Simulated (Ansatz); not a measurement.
# ZnHI: relaxing a made-up structure, part 2 of 2

Starting from a made-up structure for ZnHI, the aim is the relaxed cell, its shortest contacts and, where a second run follows, its electronic structure.

Ansatz 0.2.0; DFT, PBE, plane-wave PAW, files of the set soft_1, scalar-relativistic, no spin, cell and ions relaxed at zero pressure; PAW set soft_1 (the session's first sound run).

So far: The structure; Relaxing cell and atoms. The relaxed cell has a = 3.583, c = 9.796 Å (conventional setting).

### 3. Electronic structure of the relaxed cell

With the geometry fixed, one more self-consistent run, with a narrower smearing and the mesh shown in its input, gives the bands, and its pressure, and its forces where symmetry allows any, show how far the geometry depends on these settings.

This step: DFT, PBE, plane-wave PAW, files of the set soft_1, scalar-relativistic, no spin, bands and density of states at the relaxed cell; PAW set soft_1 (Ansatz 0.2.0).

input.yaml reads:

```yaml
crystal:
  lattice:
    - [3.5827940701, 0.0, 0.0]
    - [0.0, 3.5827940701, 0.0]
    - [0.0, 0.0, 9.7960310399]
  atoms:
    - { symbol: I, position: [0.5, 0.0, 0.2819404712] }
    - { symbol: I, position: [0.0, 0.5, 0.7180595288] }
    - { symbol: Zn, position: [0.5, 0.0, 0.9020000208] }
    - { symbol: Zn, position: [0.0, 0.5, 0.0979999792] }
    - { symbol: H, position: [0.5, 0.5, 0.0] }
    - { symbol: H, position: [0.0, 0.0, 0.0] }
kpoints:
  mp_grid: { grid: [8, 8, 4] }
  band_path:
    path:
      - [[0.0, 0.0, 0.0], [0.0, 0.5, 0.0], [0.5, 0.5, 0.0], [0.0, 0.0, 0.0], [0.0, 0.0, 0.5], [0.0, 0.5, 0.5], [0.5, 0.5, 0.5], [0.0, 0.0, 0.5]]
      - [[0.0, 0.5, 0.0], [0.0, 0.5, 0.5]]
      - [[0.5, 0.5, 0.0], [0.5, 0.5, 0.5]]
    npoints: 8
scf:
  occupations: { method: fermi_dirac, width: 0.03 }
  n_extra_bands: 10
hamiltonian:
  xc: pbe
  pseudopotentials: { kind: paw, azcp: { folder: soft_1 } }
output:
  forces: true
  stress: true
  write_bands: true
  dos: { projected: true }
  write_density: true
  write_potential: true
  elf: true
  volumetric_format: npy
```

Run with:

```sh
> ansatz run input.yaml --threads 4 --pin off --max-ram 10240MiB --backend cpu --events-out ev --progress --plain --runs-dir out
```

Numbers of over 12 decimals in the logs are rounded to 6 here.

The log of the run:

```text
[...]
Crystal: 6 atoms, lattice volume = 125.746 Å³
Basis set: ecut = 420 eV, 2453 PW (Γ), exchange–correlation on 48×48×144 points (8 copies of the dense FFT grid, shifted against one another)
Bands: 40, of which v1, the nominal top of the filled ones, is band 30 counted from 1 (29 counted from 0)
Symmetry: 16 space group operations
[...]
k-points: 45 of 256
[...]
SCF iter   1: F=—  HF=-21700.838453 eV  |F-HF|=—  |Δ(HF+E_count)|=         —  Δρ=9.31e-2  dr2=4.51e1  ethr=3.10e-3  ⟨swp⟩=8.1  Hψ=9267  notcnv=0  defer=7
[...]
SCF iter  10: F=-21694.615520 eV  HF=-21694.615520 eV  |F-HF|=4.33e-8  |Δ(HF+E_count)|=   8.52e-7  Δρ=4.38e-6  dr2=4.41e-8  ethr=1.67e-10  ⟨swp⟩=19.2  Hψ=17333  notcnv=0
SCF 1 converged in 10 iterations: F = -21694.615520 eV  dr2 = 4.41e-8
[...]
NSCF: frozen V_eff on 75 k-points
SCF converged after 10 iterations
Free energy (F): -21694.615520 eV
[...]
Internal energy: -21694.612785 eV  (E = F + TS)
E sigma→0 (E₀):  -21694.614153 eV
Entropy (-TS):   -0.002735 eV (-0.456 meV/atom)
Fermi energy:    6.188744 eV
[...]
--- Forces (eV/Å), atoms counted from 1 ---
  atom   1  I      0.00000000     0.00000000     0.01551459
  atom   2  I      0.00000000     0.00000000    -0.01551459
  atom   3  Zn     0.00000000     0.00000000     0.01273062
  atom   4  Zn     0.00000000     0.00000000    -0.01273062
  atom   5  H      0.00000000     0.00000000     0.00000000
  atom   6  H      0.00000000     0.00000000     0.00000000
  max |Σ_I F_I| component: 1.73e-18 eV/Å
--- Stress (GPa, compression-positive) ---
       -0.110940       0.000000       0.000000
        0.000000      -0.110940       0.000000
        0.000000       0.000000       0.092498
  P = ⅓ Tr σ = -0.0431 GPa (-0.431 kbar)
--- Band table (eV; the first three rows and the last of 45) ---
  k-point 0: bands = [... 26 lower, 5.6600, 5.8557, 5.8557, 6.3557, 7.8163, 9.3245, 11.0169, 11.0169, ... 6 higher]
  k-point 1: bands = [... 26 lower, 5.6782, 5.8352, 5.8352, 6.3559, 7.5506, 9.4495, 11.0360, 11.0360, ... 6 higher]
  k-point 2: bands = [... 26 lower, 5.7031, 5.8081, 5.8081, 6.3559, 7.2883, 9.5541, 11.0554, 11.0554, ... 6 higher]
  k-point 44: bands = [... 26 lower, 4.0714, 4.0714, 4.3532, 4.3532, 5.3968, 5.3968, 9.1980, 9.1980, ... 6 higher]
```

The job ended after 6 s (4 threads of Arm Neoverse V2, shared host; peak memory 0.55 GiB; 23 s of CPU time).

Reading the cycles: dr2 is the Hartree energy of the density residual (eV), the measure of convergence; HF is the Harris–Foulkes estimate of the energy, which meets the free energy F at convergence.

Numbers from this step:

```
free energy             : -21694.6155 eV
energy at zero smearing : -21694.6142 eV
smearing term TS        : 0.002735 eV
Fermi energy            : 6.189 eV
pressure                : -0.04313 GPa
```

From bands.tsv, the bands that come nearest the Fermi level along the path, at its corners, in eV from the Fermi level:

| point | band 27 | band 28 | band 29 | band 30 | band 31 | band 32 | band 33 | band 34 |
| --- | --- | --- | --- | --- | --- | --- | --- | --- |
| Γ | -0.53 | -0.33 | -0.33 | 0.17 | 1.63 | 3.14 | 4.83 | 4.83 |
| X | -1.51 | -1.51 | 0.32 | 0.32 | 2.17 | 2.17 | 5.97 | 5.97 |
| M | -2.20 | -2.20 | -1.81 | -1.81 | -0.86 | -0.86 | 3.19 | 3.19 |
| Γ | -0.53 | -0.33 | -0.33 | 0.17 | 1.63 | 3.14 | 4.83 | 4.83 |
| Z | -0.49 | -0.38 | -0.38 | 0.17 | 1.10 | 3.37 | 4.87 | 4.87 |
| R | -1.69 | -1.69 | 0.32 | 0.32 | 2.45 | 2.45 | 6.16 | 6.16 |
| A | -2.12 | -2.12 | -1.84 | -1.84 | -0.79 | -0.79 | 3.01 | 3.01 |
| Z | -0.49 | -0.38 | -0.38 | 0.17 | 1.10 | 3.37 | 4.87 | 4.87 |
| X | -1.51 | -1.51 | 0.32 | 0.32 | 2.17 | 2.17 | 5.97 | 5.97 |
| R | -1.69 | -1.69 | 0.32 | 0.32 | 2.45 | 2.45 | 6.16 | 6.16 |
| M | -2.20 | -2.20 | -1.81 | -1.81 | -0.86 | -0.86 | 3.19 | 3.19 |
| A | -2.12 | -2.12 | -1.84 | -1.84 | -0.79 | -0.79 | 3.01 | 3.01 |

Counts of states for the cell as run, both spins, by energy window (eV from the Fermi level):

| from | to | total |
| --- | --- | --- |
| -8 | -7 | 3.51 |
| -7 | -6 | 17.05 |
| -6 | -5 | 1.24 |
| -5 | -4 | 1.23 |
| -4 | -3 | 3.25 |
| -3 | -2 | 1.82 |
| -2 | -1 | 4.73 |
| -1 | 0 | 2.85 |
| 0 | 1 | 0.86 |
| 1 | 2 | 1.45 |
| 2 | 3 | 0.70 |
| 3 | 4 | 1.25 |
| 4 | 5 | 2.69 |
| 5 | 6 | 2.34 |

Below -8 eV lie 24.5 more states.

ELF in the ac plane at fractional y = 0.000, with atoms of I and Zn and H within 0.2 Å of it. It is the smooth field of the valence electrons, not physical close to the nuclei.

Ten even steps from '_' (0.01 × 1e-1) to '@' (9.98 × 1e-1), each cell a mean:
```
@@@@##--......__......--##@@
##++--....__________....--**
..........__________........
____........______........__
__..........................
............................
........______________......
....______________________..
____________________________
____________________________
____________________________
____________________________
______..--==++++====::..____
____::++**##########**==::__
__::++################**==..
..::**##**++==--==++**##++::
..--****==----==::--++**++::
..--****==--::--::--++**++::
..::++****==----==++****==::
__..--++**************++::..
____..::--==++++++==--....__
----::..__........____..::--
@@%%##--..__________..==##%%
@@@@@@++::..........::**@@@@
```
Columns run along a (3.6 Å), rows up along c (9.8 Å). Atoms in or near the plane, at fractional coordinates: I at (0.50, 0.28), Zn at (0.50, 0.90), H at (0.00, 0.00).

Electrostatic potential energy in the ac plane at fractional y = 0.000, with atoms of I and Zn and H within 0.2 Å of it. With pseudopotentials it is smooth inside the atoms' cores, unlike the true potential.

Values in eV, 24 rows by 14 columns, each cell a mean:
```
-15  -6   4   5  -2 -15 -27 -30 -25 -13   1   5   3  -8
  7   7   6   1 -19 -35 -38 -38 -38 -34 -14   3   6   7
  9   8   7   0 -22 -37 -38 -38 -38 -36 -15   3   7   9
 10   9   8   5  -6 -22 -31 -34 -30 -19  -2   6   8   9
 10   9   9   8   6   3  -2  -3  -1   3   6   8   9  10
 10  10  10   9   9   8   8   8   8   8   9   9  10  10
  9  10  10  10  10  10  10  10  10  10  10  10  10   9
 10  10  10  10  11  11  11  11  11  11  11  10  10  10
 10  11  11  11  11  11  11  11  11  11  11  11  11  11
 11  11  11  11  11  11  11  11  11  11  11  11  11  11
 11  11  11  11  11  11  11  11  11  11  11  11  11  11
 11  11  11  11  11  11  11  11  11  11  11  11  11  11
 11  11  11  11  11  11  11  11  11  11  11  11  11  11
 11  11  11  10   9   9   8   7   8   9  10  10  11  11
 11  10   9   7   3  -3  -9 -11  -8  -1   5   8  10  11
 10   9   7   0 -16 -28 -28 -26 -29 -27 -12   3   7   9
  9   8   5 -10 -31 -24  -5   3  -8 -27 -28  -5   5   9
  9   8   5 -10 -31 -24  -5   2  -9 -28 -28  -5   5   9
 10   9   7   0 -16 -29 -30 -28 -30 -27 -11   3   7   9
 10   9   9   7   3  -2  -8 -10  -7  -1   4   8   9  10
  9   9   9   9   9   8   7   7   7   8   9   9   9   9
  9   9   9  10  10  10   9   9   9  10  10  10   9   9
  1   4   8   9   9   9   8   8   8   9   9   9   7   4
-30 -15   3   7   7   5   3   2   3   5   7   7   0 -19
```
Columns run along a (3.6 Å; values clipped at the 3rd and 97th percentile), rows up along c (9.8 Å). Atoms in or near the plane, at fractional coordinates: I at (0.50, 0.28), Zn at (0.50, 0.90), H at (0.00, 0.00).

Valence density in the ac plane at fractional y = 0.000, with atoms of I and Zn and H within 0.2 Å of it. It is the smooth field of the valence electrons, not physical close to the nuclei.

Values in e/Å³, 24 rows by 14 columns, each cell a mean:
```
 1  1  0  0  0  1  1  2  1  1  0  0  0  1
 0  0  0  0  1  4 14 23 11  3  1  0  0  0
 0  0  0  0  1  4 18 31 15  3  1  0  0  0
 0  0  0  0  0  1  2  3  2  1  0  0  0  0
 0  0  0  0  0  0  0  0  0  0  0  0  0  0
 0  0  0  0  0  0  0  0  0  0  0  0  0  0
 0  0  0  0  0  0  0  0  0  0  0  0  0  0
 0  0  0  0  0  0  0  0  0  0  0  0  0  0
 0  0  0  0  0  0  0  0  0  0  0  0  0  0
 0  0  0  0  0  0  0  0  0  0  0  0  0  0
 0  0  0  0  0  0  0  0  0  0  0  0  0  0
 0  0  0  0  0  0  0  0  0  0  0  0  0  0
 0  0  0  0  0  0  0  0  0  0  0  0  0  0
 0  0  0  0  0  0  0  0  0  0  0  0  0  0
 0  0  0  0  0  0  1  1  1  0  0  0  0  0
 0  0  0  0  1  2  4  5  3  2  1  0  0  0
 0  0  0  1  2  6 11 13 10  5  1  1  0  0
 0  0  0  1  2  6 11 13 10  5  1  1  0  0
 0  0  0  0  1  2  4  5  3  2  1  0  0  0
 0  0  0  0  0  0  1  1  1  0  0  0  0  0
 0  0  0  0  0  0  0  0  0  0  0  0  0  0
 0  0  0  0  0  0  0  0  0  0  0  0  0  0
 0  0  0  0  0  0  0  0  0  0  0  0  0  0
 1  1  0  0  0  0  0  0  0  0  0  0  0  1
```
Columns run along a (3.6 Å), rows up along c (9.8 Å). Atoms in or near the plane, at fractional coordinates: I at (0.50, 0.28), Zn at (0.50, 0.90), H at (0.00, 0.00).

### 4. What came out

```
space group, relaxed : P4/nmm
conventional cell    : a = 3.583, b = 3.583, c = 9.796 Å; α = 90.0°, β = 90.0°, γ = 90.0°
volume per atom      : 20.96 Å³ (guess 22.61)
```

ZnHI relaxes to P4/nmm with a = 3.583, b = 3.583 and c = 9.796 Å. The guessed volume was 8 % too large. The space group P4/nmm was held in the relaxation, so the end point is a stationary structure within it and may be a saddle against distortions or other arrangements. Bands cross the Fermi level, so it is a metal or semimetal at this level. On the 8×8×4 mesh with the narrower smearing (relaxed on 7×7×3) the largest force component is 0.016 eV/Å and the largest stress component is 0.111 GPa, against the relaxation's thresholds of 0.015 eV/Å and 0.05 GPa. The cutoff wasn't tested. A vector of the cell changed its length by 15 %, more than the volume shows. Spin-orbit coupling is left out, which can matter for elements this heavy. No dispersion term is used, so weakly bound directions may come out too long. Nothing here tests whether the compound is stable against decomposition.

[Logs are printed without paths, hosts, clocks, repeated set-up lines and the standing remarks that a program may print on its own settings, such as how far it seeks lower states.]

[Hosts, paths, dates, database ids (printed as entryN), source tags and the programs' standing remarks are cut or masked in the printed files.]
